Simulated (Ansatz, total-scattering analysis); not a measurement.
**hydrogen peroxide: S(Q) and G(r) from molecular dynamics**

The model: ab initio molecular dynamics with Ansatz (LDA, plane waves, PAW default files, Langevin thermostat, no spin, fixed volume, H with the mass of D). The average runs over 0.93 ps of 88 atoms, so shells between rare elements are rough. Mean temperature 318 K, largest m.s.d. 1.03 Å², energy drift -7 meV an atom (last third less first, no steady trend), Langevin friction 10 ps⁻¹; the first quarter of the run is discarded. Start: last frame of a classical run of this cell at the same density and temperature. So short a stretch relaxes bonds and nearest shells but still remembers its start. The density is set to 1.440 g/cm³. Composition: 22 H2O2; O 50.0, H 50.0 atom %. Production: 133 frames 0.007 ps apart at 310 K, fixed volume (mean pressure -1.0 GPa).

The totals are in Faber–Ziman form. Below 4 Å⁻¹ the partials are summed on the cell's own reciprocal vectors (from 0.66 Å⁻¹) and folded with a Gaussian of σ = 0.14 Å⁻¹; above it they are transforms of g(r) out to 6.5 Å, tapered over the last 40 %. The fold lowers sharp peaks, and with so few vectors their positions are good to about 0.1 Å⁻¹. X-rays take neutral-atom form factors, neutrons coherent lengths (O 5.8037, H 6.6681 fm). Hydrogen is taken as deuterium. G(r) = 4πrρ₀[g(r) − 1] carries the resolution of a Lorch-windowed transform up to 20 Å⁻¹. The patterns are simulated, not measured. LDA overbinds hydrogen bonds, so O–O contacts come out short and the liquid too structured. The cell is small: beyond half the box only the part of each shell inside it is counted, and low-Q values rest on few vectors.

Q: What peaks of S(Q) and neighbour shells come out?

Density 1.440 g/cm³, ρ₀ = 0.1020 Å⁻³. Mean square displacements over the run: O 0.80, H 1.03 Å² (damped by the Langevin friction of 10 ps⁻¹); the sample is a liquid as far as so short a run tells.

Maxima of S(Q), Q in Å⁻¹ (height): X-ray: 2.01 (1.57), 5.44 (1.29), 10.20 (1.18), 14.36 (1.07), 18.34 (1.06), 22.93 (1.05); neutron: 1.89 (1.29), 7.77 (1.11), 13.84 (1.10).

```csv
Q (Å⁻¹),X-ray,neutron
0.80,-0.28,0.35
1.05,-0.23,0.41
1.30,0.19,0.82
1.55,0.65,1.16
1.80,1.29,1.29
2.05,1.56,1.25
2.30,1.35,1.10
2.55,1.33,1.06
2.80,1.09,0.92
3.05,0.56,0.79
3.30,0.45,0.83
3.55,0.51,0.88
3.80,0.54,0.88
4.05,0.71,0.90
4.30,0.93,0.89
4.55,1.09,0.87
4.80,1.18,0.85
5.05,1.24,0.86
5.30,1.28,0.89
5.55,1.29,0.94
5.80,1.23,0.98
6.05,1.13,1.00
6.30,1.02,1.01
6.55,0.92,1.01
6.80,0.85,1.02
7.05,0.84,1.05
7.30,0.87,1.09
7.55,0.91,1.11
7.80,0.93,1.11
8.05,0.94,1.11
8.30,0.94,1.10
8.55,0.95,1.08
8.80,0.98,1.05
9.05,1.00,1.01
9.30,1.02,0.97
9.55,1.07,0.96
9.80,1.13,0.97
10.05,1.17,0.98
10.30,1.18,0.98
10.55,1.13,0.97
10.80,1.05,0.95
11.05,0.96,0.93
11.30,0.90,0.91
11.55,0.86,0.90
11.80,0.85,0.91
```

Maxima of G(r), r in Å (Å⁻²): X-ray: 1.43 (3.28), 2.62 (0.89), 3.21 (1.08), 4.52 (0.25); neutron: 1.01 (2.22), 1.48 (0.13), 1.91 (0.03), 2.52 (-0.14), 3.70 (0.39), 4.52 (0.26).

```csv
pair,first peak (Å),g there,first minimum (Å),g there,neighbours,kind,X-ray weight (f = Z),neutron weight
O–H,1.01,14.5,1.26,0.09,"1.0 H per O, 1.0 O per H",within molecules,0.20,0.50
O–O,1.43,7.7,1.82,0.00,1.0,within molecules,0.79,0.22
H–H,2.36,1.9,2.84,0.86,4.4,31 % within molecules at the peak,0.01,0.29
```

Distances within molecules give the sharpest pair functions, and with hydrogen they rule the neutron S(Q) at high Q: O–H 1.01 Å and O–O 1.43 Å (first peaks only). On the last frame 100 % of the H on O, N or F point at an acceptor of another molecule or at an anion within hydrogen-bond range (2.35 Å to O, N, F; 2.85 Å to Cl, Br, I).

[Logs are printed without paths, hosts, clocks, repeated set-up lines and the standing remarks that a program may print on its own settings, such as how far it seeks lower states.]
